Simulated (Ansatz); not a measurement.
# 1T-PbF2 monolayer in a perpendicular field, part 2 of 2

Wanted: the out-of-plane response of the 1T-PbF2 monolayer. A positive field points along +c.

Ansatz 0.2.0; plane-wave DFT, PBE-D3(BJ), Ansatz PAW (the session's first sound run).

So far. Step 8 (Atoms held, field 0.35 V/Å): The dipole is 0.0673 e·Å, and the gap 3.439 eV. Step 9 (Response, atoms held): The induced dipole is that of a conductor 2.55 Å thick.

### Step 10. With spin-orbit coupling, k-mesh 12×12×1

This step: plane-wave DFT, PBE, fully relativistic PAW with spin-orbit coupling (Ansatz 0.2.0).

Heavy atoms split their bands by spin-orbit coupling, so this run uses fully relativistic files and two-component states.

The input, input.yaml:

```yaml
crystal:
  lattice:
    - [3.9663416007, 0.0, 0.0]
    - [-1.9831708003, 3.4349525863, 0.0]
    - [0.0, 0.0, 20.0139353283]
  atoms:
    - { symbol: F, position: [0.6666666667, 0.3333333333, 0.4496866734] }
    - { symbol: Pb, position: [0.0, 0.0, 0.5] }
    - { symbol: F, position: [0.3333333333, 0.6666666667, 0.5503133266] }
kpoints:
  mp_grid: { grid: [12, 12, 1] }
  band_path: { path: [[0, 0, 0], [0.12, 0, 0]], npoints: 24 }
hamiltonian:
  xc: pbe
  pseudopotentials: { kind: paw_fr }
magnetization:
  noncollinear: true
  spin_orbit: true
scf:
  occupations: { method: fermi_dirac, width: 0.02585 }
  convergence: { dr2_threshold: 1.0e-09 }
efield:
  axis: 3
  dipole_correction: true
  ramp_position: 0.97
  ramp_width: 0.06
  amplitude: 0
output:
  write_potential: true
  write_density: true
  volumetric_format: npy
```

Run with:

```
> ansatz run input.yaml --threads 2 --pin off --max-ram 3072MiB --backend cpu --events-out ev --progress --plain --runs-dir out
```

The job ended after 47 s (2 threads of Arm Neoverse V2, shared host; peak memory 1 GiB).

Numbers from this step:

```
gap on the k-mesh                  : 3.155 eV
dipole along the normal            : -1.34e-6 e·Å
gap along the path                 : 4.377 eV
smallest direct gap along the path : 4.557 eV
ionisation energy, upper face      : 7.000 eV
electron affinity, upper face      : 3.845 eV
gap, the smaller of path and mesh  : 3.155 eV
```

Electronic bands along the path, in eV, zero at the Fermi level of the run, which the smearing sets inside the gap:

```tsv
point	band 25	band 26	band 27	band 28	band 29	band 30	band 31	band 32
Γ	-3.48	-3.48	-3.00	-3.00	1.56	1.56	4.89	4.89
halfway	-3.46	-3.46	-2.95	-2.95	1.61	1.61	4.80	4.80
end	-3.43	-3.43	-2.82	-2.82	1.75	1.75	4.63	4.63
```

The gap is 3.15 eV, with the valence edge 7.00 eV and the conduction edge 3.85 eV under the upper vacuum level.

### Step 11. With spin-orbit coupling, k-mesh 12×12×1, field 0.2 V/Å

The same in a field along the normal.

Edit input.yaml of step 10 so:

```diff
@@ -26,3 +26,3 @@
   ramp_width: 0.06
-  amplitude: 0
+  amplitude: 0.2
 output:
```

Wall time 48 s (2 threads); peak memory 1 GiB; 94 s of CPU time.

This step gave:

| Property | Result |
| --- | --- |
| gap on the k-mesh | 3.152 eV |
| dipole along the normal | 0.03868 e·Å |
| gap along the path | 4.368 eV |
| smallest direct gap along the path | 4.547 eV |
| gap, the smaller of path and mesh | 3.152 eV |

The dipole is 0.0387 e·Å, and the gap 3.152 eV.

### Step 12. The same run with other settings

This step: plane-wave DFT, PBE-D3(BJ), Ansatz PAW (Ansatz 0.2.0).

An input spoilt on purpose, to show how the run answers: it repeats the earlier run at 0.1 V/Å with efield.amplitude from 0.1 to 0 and efield.dipole_correction from true to false, and scf.max_iter set to 60.

input.yaml, the sections that differ from step 11:

```yaml
kpoints:
  mp_grid: { grid: [18, 18, 1] }
  band_path:
    path: [[0, 0, 0], [0.5, 0, 0], [0.33333333, 0.33333333, 0], [0, 0, 0]]
    npoints: 16
hamiltonian:
  xc: pbe
  dispersion: d3bj
scf:
  occupations: { method: fermi_dirac, width: 0.02585 }
  convergence: { dr2_threshold: 1.0e-10 }
  max_iter: 60
efield:
  axis: 3
  dipole_correction: false
  ramp_position: 0.97
  ramp_width: 0.06
  amplitude: 0
# crystal, output: as in step 11
# magnetization: removed
```

The job ended after 0.01 s (2 threads; peak memory 0.06 GiB).

The program refused the input before any cycle.

The program's message: “Error: invalid value for `efield.amplitude`: is zero with dipole_correction: false — the section would apply nothing; set a non-zero amplitude, enable dipole_correction, or remove the block”

The fault put into the input: a field block that applies nothing.

### Step 13. The same run with other settings: efield.amplitude = 0.02

Another changed input: it repeats the earlier run at 0.1 V/Å with efield.amplitude from 0.1 to 0.02.

Edit input.yaml of step 12 so:

```diff
@@ -20,9 +20,8 @@
   convergence: { dr2_threshold: 1.0e-10 }
-  max_iter: 60
 efield:
   axis: 3
-  dipole_correction: false
+  dipole_correction: true
   ramp_position: 0.97
   ramp_width: 0.06
-  amplitude: 0
+  amplitude: 0.02
 output:
```

The job ended after 15 s (2 threads; peak memory 0.51 GiB).

Read from the output:

| Property | Result |
| --- | --- |
| gap on the k-mesh | 3.453 eV |
| dipole along the normal | 0.003843 e·Å |
| gap along the path | 3.453 eV |
| smallest direct gap along the path | 4.665 eV |
| gap, the smaller of path and mesh | 3.453 eV |

The electronic bands at the labelled points (eV, zero at the Fermi level of the run, which the smearing sets inside the gap):

```tsv
point	band 11	band 12	band 13	band 14	band 15	band 16	band 17	band 18
Γ	-3.94	-3.94	-3.61	-3.14	1.71	4.80	5.29	5.47
halfway	-3.86	-3.73	-3.51	-2.50	2.45	4.04	5.72	6.05
M	-3.79	-3.66	-3.53	-1.92	2.75	3.94	6.25	7.16
halfway	-4.06	-3.55	-3.49	-1.84	3.18	3.98	5.49	7.46
K	-4.30	-3.49	-3.48	-1.75	3.75	4.38	4.38	8.21
halfway	-3.96	-3.68	-3.50	-2.35	2.70	3.90	5.87	5.96
Γ	-3.94	-3.94	-3.61	-3.14	1.71	4.80	5.29	5.47
```

```tsv
quantity	this run	earlier run	difference
dipole along the normal (e·Å)	0.003843	0.01922	-0.015
gap along the path (eV)	3.453	3.452	0.0011
smallest direct gap along the path (eV)	4.665	4.665	3.5e-4
gap on the k-mesh (eV)	3.453	3.452	0.0011
```

The applied field differs, and the slope found earlier predicts a dipole of 0.00384 e·Å; this run gives 0.00384 e·Å, in line with it.

### Step 14. What came out

```yaml
gap_without_field: 3.45 eV
ionisation_energy_upper_face: 6.99 eV
electron_affinity_upper_face: 3.54 eV
equivalent_conductor_thickness_atoms_held: 2.55 Å
```

What this shows: The induced dipole equals that of a perfect conductor 2.55 Å thick, while the outer atoms lie 2.01 Å apart; an out-of-plane ε follows only once a thickness t is chosen, by 1 − 1/ε = 2.55 Å / t. The gap goes from 3.45 eV to 3.44 eV at 0.35 V/Å. Semilocal functionals give gaps that are too small, and excitons are not included. The field series itself is without spin-orbit coupling.

[Long decimals in the printed logs are rounded to 6 places.]

[Logs are printed without paths, hosts, clocks, repeated set-up lines and the standing remarks that a program may print on its own settings, such as how far it seeks lower states.]

[Hosts, paths, dates, database ids (printed as entryN), source tags and the programs' standing remarks are cut or masked in the printed files.]

[Maps of the electrostatic potential energy from Ansatz leave out the sawtooth potential of an applied field or a dipole correction, so their vacuum need not be flat; planar profiles and work functions include it.]
